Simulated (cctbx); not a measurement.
## Diagnosing a refinement

Cell a = 5.1920 Å, b = 5.1920 Å, c = 12.8250 Å, α = 90.00°, β = 90.00°, γ = 120.00°; space group P-3m1 (no. 164). The compound is Cs3I2Br.

Simulated single-crystal data (cctbx): Mo Kα, λ = 0.71073 Å, to d = 0.84 Å, 50 % of the full sphere, strongest reflection 20000 counts, noise from counting, a 3 % proportional error and a noise floor of 8 counts (s.d.); no absorption, and some extinction, which the refinements don't model.

An anisotropic refinement with weights 1/σ² prints:

```text
Rint 0.025, 244 unique reflections to 0.84 A
cycle     R1     wR2    GooF  max shift (A)
   1  0.4437  0.7286  23.598   0.06930
   3  0.3228  0.5910  19.143   0.00012
final R1 0.3229 wR2 0.5910 GooF 19.143  parameters 8  data/parameter 30.5
atom        x        y        z      Ueq    occ   su(xyz)  su(Uiso or U11)
Cs1    0.66667  0.33333  0.83868   0.0016  1.000  0.00106  0.0041  NPD
Cs2    0.00000  0.00000  0.50000  -0.0261  1.000  0.00000  0.0040  NPD
I1     0.66667  0.33333  0.33125  -0.0186  1.000  0.00060  0.0040  NPD
difference map: max 150.60 min -21.94 rms 7.00
Q1    0.0000  0.0000  0.0000    1  150.60  3.64 A from Cs1
Q2    0.0000  0.0000  0.5000    1  118.22  0.00 A from Cs2
Q3    0.3333  0.6667  0.6661    2   98.91  0.03 A from I1
Q4    0.3333  0.6667  0.1668    2   94.99  0.07 A from Cs1
Q5    0.3333  0.6667  0.7911    2    6.91  1.57 A from I1
Q6    0.0000  0.2327  0.0000    6    5.73  2.91 A from Cs1
```

Q: Accept it or mend it, and why?

Mend it. The fault: an atom left out, Br at (0, 0, 0). Against the right model at the same level, R1 goes from 0.0138 to 0.3229 and GooF from 0.95 to 19.14, U of I1 shrinks from 0.0023 to -0.0186 Å², U of Cs2 shrinks from 0.0022 to -0.0261 Å², the top difference peak, 150.6 e/Å³, lies 3.64 Å from Cs1 and Cs1, Cs2 and I1 go non-positive-definite. Q1 is the missing atom. With scattering power missing, scale and phases suffer, so peaks may also grow on the heavy atoms.

The compound is Cs3I2Br. The right model at the same level gives:

```text
Rint 0.025, 244 unique reflections to 0.84 A
cycle     R1     wR2    GooF  max shift (A)
   1  0.0170  0.0366   1.191   0.00106
   2  0.0138  0.0292   0.949   0.00000
final R1 0.0138 wR2 0.0292 GooF 0.949  parameters 10  data/parameter 24.4
atom        x        y        z      Ueq    occ   su(xyz)  su(Uiso or U11)
Cs1    0.66667  0.33333  0.84258   0.0029  1.000  0.00004  0.0002
Cs2    0.00000  0.00000  0.50000   0.0022  1.000  0.00000  0.0002
I1     0.66667  0.33333  0.32493   0.0023  1.000  0.00004  0.0002
Br1    0.00000  0.00000  0.00000   0.0037  1.000  0.00000  0.0003
difference map: max 0.58 min -0.69 rms 0.16
Q1    0.0000  0.0000  0.4425    2    0.60  0.74 A from Cs2
Q2    0.3333  0.6667  0.5638    2    0.57  1.43 A from I1
Q3    0.3333  0.6667  0.9177    2    0.55  3.07 A from Cs1
Q4    0.0000  0.0000  0.3455    2    0.50  1.98 A from Cs2
Q5    0.0798  0.5399  0.1844    6    0.49  1.19 A from Cs1
Q6    0.1186  0.2373  0.7208    6    0.48  2.02 A from I1
```

The model is made up (kin elements in a known structure type, no relaxation), so it says nothing on whether the phase exists.

[Middle refinement cycles are left out of these outputs.]

[Logs are printed without paths, hosts, clocks, repeated set-up lines and the standing remarks that a program may print on its own settings, such as how far it seeks lower states.]
